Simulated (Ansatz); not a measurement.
## (BaO)3(AgCl)1 [001] superlattice, started as rocksalt type: following an unstable mode

Wanted: the energy along a soft mode of (BaO)3(AgCl)1 [001] superlattice, started as rocksalt type and the structure at the end.

Method: DFT PBEsol, scalar-relativistic, plane waves, PAW, in Ansatz 0.2.0.

The structure was built from a prototype and need not be the compound's stable phase.

### Step 1. Set-up

The structure is tetragonal, space group P4/mmm (No. 123). The conventional cell has a = 3.825 Å, b = 3.825 Å, c = 11.591 Å, α = 90.00°, β = 90.00°, γ = 90.00°. Ag has 4 Cl at 2.70 Å nearest. Nearest to Ba lie 5 O at 2.71 to 2.75 Å and 1 Cl at 3.05 Å. Nearest to Ba lie 6 O at 2.68 to 2.70 Å. Nearest to Cl lie 4 Ag at 2.70 Å and 2 Ba at 3.05 Å. Nearest to O lie 5 Ba at 2.68 to 2.71 Å. O has 6 Ba at 2.70 to 2.75 Å nearest. Farther neighbours and most contacts between anions are not listed.

### Step 2. Modes at Γ

The cell comes from relaxations at this level that are not shown. The zone centre is the only wavevector solved here; it holds the modes that light can see, as far as symmetry allows. The response to a homogeneous field gives the Born charges and the dielectric tensor.

File input.yaml:

```yaml
crystal:
  lattice:
    - [2.7043451337, 2.7043451337, 0.0]
    - [-2.7043451337, 2.7043451337, 0.0]
    - [0.0, 0.0, 11.5908423673]
  atoms:
    - { symbol: Ag, position: [0.5, 0.5, 0.75] }
    - { symbol: Ba, position: [0.0, 0.0, 0.0128676196] }
    - { symbol: Ba, position: [0.5, 0.5, 0.25] }
    - { symbol: Ba, position: [0.0, 0.0, 0.4871323804] }
    - { symbol: Cl, position: [1.0, 0.0, 0.75] }
    - { symbol: O, position: [0.5, 0.5, 0.0185391162] }
    - { symbol: O, position: [1.0, 0.0, 0.25] }
    - { symbol: O, position: [0.5, 0.5, 0.4814608838] }
kpoints:
  mp_grid: { grid: [8, 8, 4] }
hamiltonian:
  xc: pbesol
scf:
  occupations: { method: fixed }
output:
  eigenvalues: true
phonons:
  method: dfpt
  dielectric: true
  rigid_motions: translations
```

On the command line:

```console
$ ansatz run input.yaml --threads 8 --pin off --max-ram 14336MiB --backend cpu --events-out ev --progress --plain --runs-dir out
```

Numbers of over 12 decimals in the logs are rounded to 6 here.

Output:

```text
Engine: ansatz 0.2.0, aarch64-unknown-linux-gnu
Pseudopotentials: kind: paw
Pseudopotential: Ag, paw, valence charge 19, recommended cutoff 420 eV (normal), Ag.paw.azcp
Pseudopotential: Ba, paw, valence charge 10, recommended cutoff 420 eV (normal), Ba.paw.azcp
Pseudopotential: Cl, paw, valence charge 7, recommended cutoff 420 eV (normal), Cl.paw.azcp
Pseudopotential: O, paw, valence charge 6, recommended cutoff 420 eV (normal), O.paw.azcp
Functional definition: PBEsol
  exchange = pbesol_x
  correlation = pbesol_c
Crystal: 8 atoms, lattice volume = 169.539 Å³
Basis set: ecut = 420 eV, 3295 PW (Γ), exchange–correlation on 54×54×160 points (8 copies of the dense FFT grid, shifted against one another)
Bands: 45, of which v1, the nominal top of the filled ones, is band 37 counted from 1 (36 counted from 0)
Symmetry: 16 space group operations
k-points: 78 of 256 (irreducible under 2 space group operations, time reversal used)
Non-local potential: Ag, projectors of the file, l = 0: 3, l = 1: 2, l = 2: 2, l = 3: 1
Non-local potential: Ba, projectors of the file, l = 0: 3, l = 1: 2, l = 2: 2, l = 3: 2
Non-local potential: Cl, projectors of the file, l = 0: 2, l = 1: 2, l = 2: 2
Non-local potential: O, projectors of the file, l = 0: 2, l = 1: 2, l = 2: 1
PAW form: soft (Blöchl's): semilocal exchange-correlation on the pseudo side does not see the compensation charge
PAW frozen core: Ag, regenerated for the run's functional, and the local potential with it (the file was generated under x = pbe(κ = 0.804, μ = 0.219515), c = pbe(β = 0.066725))
PAW frozen core: Ba, regenerated for the run's functional, and the local potential with it (the file was generated under x = pbe(κ = 0.804, μ = 0.219515), c = pbe(β = 0.066725))
PAW frozen core: Cl, regenerated for the run's functional, and the local potential with it (the file was generated under x = pbe(κ = 0.804, μ = 0.219515), c = pbe(β = 0.066725))
PAW frozen core: O, regenerated for the run's functional, and the local potential with it (the file was generated under x = pbe(κ = 0.804, μ = 0.219515), c = pbe(β = 0.066725))
PAW one-centre angular grid: Ag, 590 points (default); XC on 64 Gauss nodes
PAW one-centre angular grid: Ba, 194 points (default); XC on 64 Gauss nodes
PAW one-centre angular grid: Cl, 110 points (default); XC on 64 Gauss nodes
PAW one-centre angular grid: O, 110 points (default); XC on 64 Gauss nodes
Initial density: superposition of atomic densities (neutral atoms: chi_scale 0, normalization atom), corrected by the library's trained network
Initial wavefunctions: pseudopotential atomic-orbital guess
Functional: x = pbesol(κ = 0.804, μ = 0.123457), c = pbesol(β = 0.046)
SCF iter   1: F=—  HF=-27861.841474 eV  |F-HF|=—  |Δ(HF+E_count)|=         —  Δρ=1.40e-2  dr2=3.41e-1  ethr=1.77e-3  ⟨swp⟩=5.0  Hψ=12676  notcnv=0  defer=377
preconditioner: auto → Resta (q_TF=auto, 2.376 Å⁻¹)  ε∞=5.0  [insulator: Δε(μ)=0.348 eV  Ē_g=10.999 eV  n_scr=40 (ndim 8)  ℏωp=22.1 eV  f_vac=0.010  ε∞_Penn≈5.0]
SCF iter   2: F=—  HF=-27861.786064 eV  |F-HF|=—  |Δ(HF+E_count)|=   5.54e-2  Δρ=7.35e-3  dr2=8.76e-2  ethr=4.61e-4  ⟨swp⟩=2.1  Hψ=7187  notcnv=0  defer=454
SCF iter   3: F=—  HF=-27861.770923 eV  |F-HF|=—  |Δ(HF+E_count)|=   1.51e-2  Δρ=1.48e-3  dr2=6.30e-3  ethr=1.18e-4  ⟨swp⟩=2.0  Hψ=5706  notcnv=0  defer=462
SCF iter   4: F=—  HF=-27861.769833 eV  |F-HF|=—  |Δ(HF+E_count)|=   1.09e-3  Δρ=7.32e-4  dr2=1.20e-3  ethr=8.51e-6  ⟨swp⟩=2.6  Hψ=6398  notcnv=0  defer=465
SCF iter   5: F=—  HF=-27861.769735 eV  |F-HF|=—  |Δ(HF+E_count)|=   9.81e-5  Δρ=4.08e-4  dr2=3.11e-4  ethr=1.62e-6  ⟨swp⟩=2.0  Hψ=5740  notcnv=0  defer=462
SCF iter   6: F=—  HF=-27861.769713 eV  |F-HF|=—  |Δ(HF+E_count)|=   2.26e-5  Δρ=1.10e-4  dr2=2.17e-5  ethr=4.20e-7  ⟨swp⟩=2.0  Hψ=6477  notcnv=0  defer=426
SCF iter   7: F=—  HF=-27861.769709 eV  |F-HF|=—  |Δ(HF+E_count)|=   3.41e-6  Δρ=4.42e-5  dr2=2.84e-6  ethr=2.93e-8  ⟨swp⟩=2.0  Hψ=6269  notcnv=0  defer=267
SCF iter   8: F=—  HF=-27861.769729 eV  |F-HF|=—  |Δ(HF+E_count)|=   1.93e-5  Δρ=6.38e-6  dr2=9.84e-8  ethr=3.84e-9  ⟨swp⟩=2.0  Hψ=5877  notcnv=0  defer=215
SCF iter   9: F=—  HF=-27861.769729 eV  |F-HF|=—  |Δ(HF+E_count)|=   6.62e-8  Δρ=1.86e-6  dr2=6.10e-9  ethr=1.33e-10  ⟨swp⟩=2.0  Hψ=6201  notcnv=0  defer=215
SCF iter  10: F=—  HF=-27861.769729 eV  |F-HF|=—  |Δ(HF+E_count)|=   2.54e-9  Δρ=4.58e-7  dr2=4.65e-10  ethr=8.25e-12  ⟨swp⟩=2.0  Hψ=6071  notcnv=0  defer=215
SCF iter  11: F=—  HF=-27861.769729 eV  |F-HF|=—  |Δ(HF+E_count)|=  1.49e-10  Δρ=3.33e-7  dr2=1.69e-10  ethr=1.00e-12  ⟨swp⟩=18.5  Hψ=26959  notcnv=0
SCF iter  12: F=-27861.769729 eV  HF=-27861.769729 eV  |F-HF|=6.55e-11  |Δ(HF+E_count)|=  3.64e-12  Δρ=2.17e-7  dr2=8.16e-11  ethr=1.00e-12  ⟨swp⟩=6.0  Hψ=18127  notcnv=0
SCF 1 converged in 12 iterations: F = -27861.769729 eV  dr2 = 8.16e-11
  greatest PAW one-centre occupation: 1.001 electrons in one spin orbital (limit 2), on the Ag atom at site 0 (counted from 0), in its partial waves of l = 0
DFPT response loops at Γ: preconditioner auto → Resta (q_TF=auto, 2.376 Å⁻¹)  ε∞=12.4 (no band partly filled); β = 1.00, the filter's whole step (`scf.mixing.beta` (0.50) is not read by the response loops at its default; to damp them type it under 1.00, their step now; it binds the ground state too); Broyden in place of MSR1
── the response to a field inside a basis, on 8×8×4 k-points: an SCF that follows is theirs, and a resumed run solves both again ──
Bands: 38, of which v1, the nominal top of the filled ones, is band 37 counted from 1 (36 counted from 0)
k-points: 20 of 256
Initial density: handed on by an earlier stage of this run
Initial wavefunctions: pseudopotential atomic-orbital guess (no wavefunctions were taken with the density)
Eigensolver: Dense (20 Hₖ)
SCF iter   1: F=—  HF=-27861.511991 eV  |F-HF|=—  |Δ(HF+E_count)|=         —  Δρ=6.36e-4  dr2=2.49e-4  ethr=1.00e-1
preconditioner: auto → Resta (q_TF=auto, 2.376 Å⁻¹)  ε∞=7.1  [insulator: Δε(μ)=0.649 eV  Ē_g=8.972 eV  n_scr=40 (ndim 8)  ℏωp=22.1 eV  f_vac=0.006  ε∞_Penn≈7.1]
SCF iter   2: F=—  HF=-27861.512020 eV  |F-HF|=—  |Δ(HF+E_count)|=   2.91e-5  Δρ=2.96e-4  dr2=8.24e-5  ethr=3.36e-7
SCF iter   3: F=—  HF=-27861.512038 eV  |F-HF|=—  |Δ(HF+E_count)|=   1.75e-5  Δρ=1.64e-4  dr2=2.24e-5  ethr=1.11e-7
SCF iter   4: F=—  HF=-27861.512044 eV  |F-HF|=—  |Δ(HF+E_count)|=   6.27e-6  Δρ=7.03e-5  dr2=9.09e-6  ethr=3.03e-8
SCF iter   5: F=—  HF=-27861.512043 eV  |F-HF|=—  |Δ(HF+E_count)|=   1.26e-6  Δρ=1.67e-5  dr2=4.31e-7  ethr=1.23e-8
SCF iter   6: F=—  HF=-27861.512043 eV  |F-HF|=—  |Δ(HF+E_count)|=   2.39e-7  Δρ=1.28e-5  dr2=2.60e-7  ethr=5.82e-10
SCF iter   7: F=-27861.512043 eV  HF=-27861.512043 eV  |F-HF|=1.34e-8  |Δ(HF+E_count)|=   6.80e-9  Δρ=3.11e-6  dr2=1.64e-8  ethr=3.51e-10
SCF 1 converged in 7 iterations: F = -27861.512043 eV  dr2 = 1.64e-8
DFPT response loops at Γ: preconditioner auto → Resta (q_TF=auto, 2.376 Å⁻¹)  ε∞=9.6 (no band partly filled); β = 1.00, the filter's whole step (`scf.mixing.beta` (0.50) is not read by the response loops at its default; to damp them type it under 1.00, their step now; it binds the ground state too); Broyden in place of MSR1
WARN: field response: ε∞ stands inside a basis, on 8×8×4 points; the force constants stand on the 8×8×4 k-mesh, whose period is 13.76 times the interband length at k = (0.0000, 0.0000, 0.0000), direct gap 0.703 eV, under 14: take them and everything formed from them as unconverged, and compare with a denser kpoints.mp_grid
SCF converged after 12 iterations
Free energy (F): -27861.769729 eV
Harris-Foulkes:  -27861.769729 eV  (|F-HF|=6.55e-11)
Internal energy: -27861.769729 eV  (E = F + TS)
E sigma→0 (E₀):  -27861.769729 eV
Fermi energy:    8.713398 eV
--- Per-component energies (eV) ---
  E_band       = -418.145629
  E_kinetic    = 1722.541017
  E_local      = -5532.244656  (includes V_loc(G=0)·N_el)
  E_nonlocal   = 435.817187
  E_hartree    = 2316.215393
  E_xc         = -1011.952636
  E_vxc        = -1047.070168  (∫ρ·V_xc dr)
  E_paw        = -20356.622771  (= ΣΔE_a)
  E_vpaw       = -629.627114  (= ΣTr[D̂ρ^β])
  E_aug_tail   = 0.007534  (compensation charges beyond the density's cutoff)
  E_ewald      = -5436.492132
  E_core_change = 0.961334  (= ΣΔE_core)
  E_smearing   = -0.000000  (= −TS)
  E_closure    = 0.000000  (closes the sum)
  Σ components = -27861.769729   (vs F -27861.769729, Δ=0.00e0)
--- Band table (eV; the first three rows and the last of 78) ---
  k-point 0: bands = [... 33 lower, 8.2642, 8.2642, 8.3986, 8.3986, 9.1018, 10.8529, 11.6288, 12.7328, ... 4 higher]
  k-point 1: bands = [... 33 lower, 8.2610, 8.2610, 8.3998, 8.3998, 9.3076, 10.8526, 11.6265, 12.7431, ... 4 higher]
  k-point 2: bands = [... 33 lower, 8.2578, 8.2578, 8.4009, 8.4009, 9.4849, 10.8523, 11.6242, 12.5581, ... 4 higher]
  k-point 77: bands = [... 33 lower, 8.5409, 8.5409, 8.7126, 8.7126, 10.1636, 11.2970, 11.2970, 12.5154, ... 4 higher]
--- Phonons (Γ-DFPT): 12 representative perturbations + reference, on 78 of 256 k-points (Σ response iterations 45) ---
  k mesh reduced under 2 symmetry operations, with k and −k counted as one. Each operation leaves every solved perturbation unchanged. A smaller set is not considered because the run solves the response to a homogeneous field
  ASR residual: 3.172e-4 → 0.000e0 eV/Å²; symmetrization residual: 6.552e-6 eV/Å²
  ASR residual per site (eV/Å²): 2.39e-5 1.55e-5 4.23e-5 1.55e-5 3.64e-5 3.17e-4 2.67e-4 3.17e-4
  Γ frequencies (cm⁻¹): -100.84 0.00 0.00 0.00 28.64 28.64 48.66 48.66 76.11 76.11 100.76 121.55 125.00 125.00 148.51 148.51 149.94 152.68 152.68 162.34 162.34 198.91 259.69 284.15
  ε∞ (high-frequency dielectric tensor):
        4.911942     0.000000     0.000000
        0.000000     4.911942     0.000000
        0.000000     0.000000     5.443878
  softest optical mode at Γ: -100.84 cm⁻¹; the repairs (sum rule, projections) moved no ω² at Γ by more than (2.84 cm⁻¹)²
  Born effective charges Z* (e; rows j = field, columns β = displacement):
    site 0:
         1.31758    0.00000    0.00000
        -0.00000    1.31758    0.00000
        -0.00000    0.00000    1.61698
    site 1:
         2.84354    0.00000   -0.00000
         0.00000    2.84354   -0.00000
        -0.00000    0.00000    2.44341
    site 2:
         2.79746    0.00000    0.00000
         0.00000    2.79746    0.00000
        -0.00000    0.00000    2.94958
    site 3:
         2.84354    0.00000    0.00000
         0.00000    2.84354    0.00000
        -0.00000    0.00000    2.44341
    site 4:
        -1.42483    0.00000    0.00000
        -0.00000   -1.42483    0.00000
        -0.00000    0.00000   -1.39994
    site 5:
        -2.80466    0.00000   -0.00000
        -0.00000   -2.80466   -0.00000
         0.00000    0.00000   -2.64016
    site 6:
        -2.76796   -0.00000    0.00000
        -0.00000   -2.76796    0.00000
        -0.00000    0.00000   -2.77312
    site 7:
        -2.80466   -0.00000    0.00000
         0.00000   -2.80466    0.00000
        -0.00000   -0.00000   -2.64016
  Z* charge neutrality: 3.060e-2 e pre-enforcement
  solved inside a basis spanned on kpoints, on 8×8×4 k-points, its susceptibility summed on 16×16×6: ε∞ is read to err by 4.3e-2, Z* by 2.7e-2 e (field_mesh: kpoints solves on kpoints); Z* is corrected for what the basis lacks
  optical modes at Γ without the LO–TO term, one row a degenerate level:
      ω (cm⁻¹)  modes    IR ((D/Å)²/amu)
       -100.84      1             9.1823
         28.64      2             1.4695
         48.66      2             0.0000
         76.11      2             0.0058
        100.76      1             0.0000
        121.55      1             0.0496
        125.00      2            18.9579
        148.51      2            50.2383
        149.94      1            15.0278
        152.68      2             0.0000
        162.34      2             8.2451
        198.91      1             6.5201
        259.69      1             5.7148
[...]
optical modes at Γ + LO–TO along q̂ = [1.0000, 0.0000, 0.0000]:
      ω (cm⁻¹)  modes    IR ((D/Å)²/amu)
[...]
optical modes at Γ + LO–TO along q̂ = [0.0000, 1.0000, 0.0000]:
      ω (cm⁻¹)  modes    IR ((D/Å)²/amu)
[...]
optical modes at Γ + LO–TO along q̂ = [0.0000, 0.0000, 1.0000]:
      ω (cm⁻¹)  modes    IR ((D/Å)²/amu)
[...]
48.66      2             0.0000
         76.11      2             0.0058
        100.76      1             0.0000
        121.64      1             0.0016
        125.00      2            18.9579
        148.51      2            50.2383
        152.68      2             0.0000
        162.34      2             8.2451
        182.14      1             0.6220
        237.95      1             2.1713
        284.15      1             0.0000
        341.66      1            32.7720
```

Wall time 3.1 min (8 threads of Arm Neoverse V1, shared host); peak memory 3.1 GiB.

In the SCF lines HF is the Harris–Foulkes energy and dr2 the Hartree energy of the density residual, in eV; the loop may stop once dr2 is under the threshold and the program's other checks hold. Hψ counts applications of the Hamiltonian.

This step gave:

```
gap on the k-mesh                                       : 0.3884 eV
volume per atom                                         : 21.19 Å³
sum-rule residual before enforcement                    : 3.17e-4 eV/Å²
miss of the charge sum rule                             : 0.03060 e
estimated error of the dielectric tensor                : 0.04304
estimated error of the Born charges                     : 0.02691 e
point group                                             : 4/mmm
highest optical mode at the zone centre (no LO-TO term) : 284.1 cm⁻¹
lowest optical zone-centre mode                         : -100.8 cm⁻¹
mean high-frequency dielectric constant                 : 5.089
largest Born charge (third of the trace)                : 2.848 e
top of the zone-centre spectrum with the field          : 349.0 cm⁻¹
```

Without the LO-TO term. Patterns of degenerate modes are one choice out of their space. Modes at Γ, with each element's share of the kinetic energy (negative means imaginary):

```csv
mode,frequency (cm⁻¹),symmetry,Ag %,Ba %,Cl %,O %
1,-100.8,A2u,66,5,1,28
2,0.0,acoustic,18,68,6,8
3,0.0,acoustic,18,68,6,8
4,0.0,acoustic,18,68,6,8
5,28.6,Eu,54,25,20,1
6,28.6,Eu,54,25,20,1
7,48.7,Eg,0,95,0,5
8,48.7,Eg,0,95,0,5
9,76.1,Eu,0,95,0,4
10,76.1,Eu,0,95,0,4
11,100.8,A1g,0,91,0,9
12,121.5,A2u,0,90,3,7
13,125.0,Eu,27,1,62,10
14,125.0,Eu,27,1,62,10
15,148.5,Eu,0,6,12,82
16,148.5,Eu,0,6,12,82
17,149.9,A2u,15,20,1,64
18,152.7,Eg,0,5,0,95
19,152.7,Eg,0,5,0,95
20,162.3,Eu,0,5,0,95
21,162.3,Eu,0,5,0,95
22,198.9,A2u,0,8,54,38
23,259.7,A2u,1,9,35,55
24,284.1,A1g,0,9,0,91
```

Displacements in mode 1 (-100.8 cm⁻¹), the largest set to 1:
```
Ag1  0.00  0.00  0.87
Ba2  0.00  0.00 -0.12
Ba3  0.00  0.00 -0.12
Ba4  0.00  0.00 -0.12
Cl5  0.00  0.00 -0.21
O6   0.00  0.00 -1.00
O7   0.00  0.00 -0.33
O8   0.00  0.00 -1.00
```

Displacements in mode 20 (162.3 cm⁻¹), the largest set to 1:
```
Ag1  0.00  0.00  0.00
Ba2  0.00  0.00  0.00
Ba3  0.00 -0.08  0.00
Ba4  0.00  0.00  0.00
Cl5  0.00  0.02  0.00
O6   0.00 -0.21  0.00
O7  -0.02  1.00  0.00
O8   0.00 -0.21  0.00
```

Before it was imposed, the acoustic sum rule was missed by 3.2e-4 eV/Å² and the charge sum rule by 0.031 e. The charge miss is large and points to the mesh or the basis. The lowest optical mode is imaginary, 100.8i cm⁻¹, so the energy falls along it.

The log warns of the k mesh: “the force constants stand on the 8×8×4 k-mesh, whose period is 13.76 times the interband length at k = (0.0000, 0.0000, 0.0000), direct gap 0.703 eV, under 14: take them and everything formed from them as unconverged”.

### Step 3. The mode frozen in, largest atomic shift 0 Å

The mode followed lies at Γ with frequency 100.8i cm⁻¹, the softest among the wavevectors solved. At small amplitude the distorted cell has space group no. 99 by a symmetry search on the positions. The undistorted cell that holds it gives the zero of energy on the same k mesh.

File input.yaml:

```yaml
crystal:
  lattice:
    - [2.7043451337, 2.7043451337, 0.0]
    - [-2.7043451337, 2.7043451337, 0.0]
    - [0.0, 0.0, 11.5908423673]
  atoms:
    - { symbol: Ag, position: [0.5, 0.5, 0.75] }
    - { symbol: Ba, position: [0.0, 0.0, 0.0128676196] }
    - { symbol: Ba, position: [0.5, 0.5, 0.25] }
    - { symbol: Ba, position: [0.0, 0.0, 0.4871323804] }
    - { symbol: Cl, position: [0.0, 0.0, 0.75] }
    - { symbol: O, position: [0.5, 0.5, 0.0185391162] }
    - { symbol: O, position: [0.0, 0.0, 0.25] }
    - { symbol: O, position: [0.5, 0.5, 0.4814608838] }
kpoints:
  mp_grid: { grid: [8, 8, 4] }
hamiltonian:
  xc: pbesol
scf:
  occupations: { method: gaussian, width: 0.02 }
output:
  forces: true
  stress: true
  eigenvalues: true
```

Output:

```text
[...]
Crystal: 8 atoms, lattice volume = 169.539 Å³
Basis set: ecut = 420 eV, 3295 PW (Γ), exchange–correlation on 54×54×160 points (8 copies of the dense FFT grid, shifted against one another)
Bands: 45, of which v1, the nominal top of the filled ones, is band 37 counted from 1 (36 counted from 0)
Symmetry: 16 space group operations
[...]
k-points: 45 of 256
[...]
k-point 0: bands = [... 33 lower, 8.2642, 8.2642, 8.3986, 8.3986, 9.1018, 10.8529, 11.6288, 12.7328, ... 3 higher]
  k-point 1: bands = [... 33 lower, 8.2610, 8.2610, 8.3998, 8.3998, 9.3076, 10.8526, 11.6265, 12.7431, ... 3 higher]
  k-point 2: bands = [... 33 lower, 8.2578, 8.2578, 8.4009, 8.4009, 9.4848, 10.8523, 11.6241, 12.5581, ... 3 higher]
  k-point 44: bands = [... 33 lower, 8.5409, 8.5409, 8.7126, 8.7126, 10.1636, 11.2970, 11.2970, 12.5154, ... 3 higher]
[key lines of the parts left out:]
SCF converged after 8 iterations
Free energy (F): -27861.769729 eV
Fermi energy:    8.908425 eV
P = ⅓ Tr σ = 0.0063 GPa (0.063 kbar)
```

The job ended after 3.8 s (8 threads; peak memory 0.83 GiB; 28 s of CPU time).

This step gave:

* pressure: 0.006322 GPa
* energy from the undistorted cell: 0 meV/atom

At this level the gap is 0.39 eV on the k-mesh of the self-consistent run, which can miss the band edges.

(Continued in part 2 of 3.)

[Logs are printed without paths, hosts, clocks, repeated set-up lines and the standing remarks that a program may print on its own settings, such as how far it seeks lower states.]

[Hosts, paths, dates, database ids (printed as entryN), source tags and the programs' standing remarks are cut or masked in the printed files.]
